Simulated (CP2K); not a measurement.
4-silylpyridine has these distinct C atoms: C2 (bonded to 2 C and Si), C3 (bonded to 2 C and H) and C4 (bonded to C, N and H).

```xyz
14

Si    2.2616   -0.1374    0.1079
C     0.3902   -0.0232    0.0259
C    -0.2647    1.1982   -0.2026
C    -1.6604    1.2322   -0.2670
N    -2.4424    0.1486   -0.1212
C    -1.8156   -1.0211    0.0939
C    -0.4268   -1.1566    0.1744
H     2.8296   -0.3929   -1.2472
H     2.8162    1.1461    0.6223
H     2.6523   -1.2595    1.0067
H     0.2987    2.1251   -0.3232
H    -2.1821    2.1771   -0.4413
H    -2.4621   -1.8951    0.2111
H     0.0054   -2.1414    0.3604
```

Their partial C K spectra (CP2K XAS_TDP, all-electron GAPW, PBEh(45%), aug-pc-1, TDA, GW2X-corrected core level, no relativity) are given in random order, each times the number of alike atoms.

Gaussian full width 0.5 eV, oscillator strength per eV, alike atoms added, rows of zeros left out:

```
E (eV)  curve 1  curve 2  curve 3
285.00    0.000    0.002    0.000
285.25    0.000    0.027    0.000
285.50    0.000    0.087    0.000
285.75    0.000    0.072    0.006
286.00    0.000    0.015    0.066
286.25    0.004    0.001    0.184
286.50    0.055    0.000    0.129
286.75    0.189    0.000    0.023
287.00    0.166    0.000    0.001
287.25    0.037    0.000    0.000
287.50    0.002    0.000    0.002
287.75    0.000    0.000    0.006
288.00    0.000    0.000    0.006
288.25    0.001    0.000    0.001
288.50    0.004    0.000    0.000
288.75    0.006    0.001    0.000
289.00    0.003    0.012    0.004
289.25    0.000    0.025    0.027
289.50    0.000    0.015    0.044
289.75    0.000    0.010    0.018
290.00    0.005    0.012    0.003
290.25    0.028    0.010    0.009
290.50    0.039    0.004    0.022
290.75    0.014    0.002    0.023
291.00    0.005    0.004    0.016
291.25    0.012    0.008    0.009
291.50    0.012    0.009    0.011
291.75    0.012    0.013    0.020
292.00    0.015    0.018    0.025
292.25    0.018    0.012    0.023
292.50    0.028    0.007    0.022
292.75    0.041    0.010    0.029
293.00    0.036    0.015    0.031
```

Which curve belongs to which atom?

Curve 1: C4 (bonded to C, N and H), leading line at 286.85 eV (f = 0.057 an atom), ionisation energy 292.36 eV, term value 5.51 eV. Curve 2: C2 (bonded to 2 C and Si), leading line at 285.59 eV (f = 0.051 an atom), ionisation energy 291.33 eV, term value 5.74 eV. Curve 3: C3 (bonded to 2 C and H), leading line at 286.31 eV (f = 0.051 an atom), ionisation energy 291.57 eV, term value 5.26 eV. The leading line of an atom is its first one with 35 % of the strongest within 2.5 eV of its lowest line over the strength cut. A line lies at the core ionisation energy, which rises as an atom loses charge to its neighbours or to a π system, less the term value, which is large for a low π* or σ* orbital with weight on that atom.

[Banner, clock and machine lines of the logs are left out without a mark of their own.]

[Logs are printed without paths, hosts, clocks, repeated set-up lines and the standing remarks that a program may print on its own settings, such as how far it seeks lower states.]

[Hosts, paths, dates, database ids (printed as entryN), source tags and the programs' standing remarks are cut or masked in the printed files.]
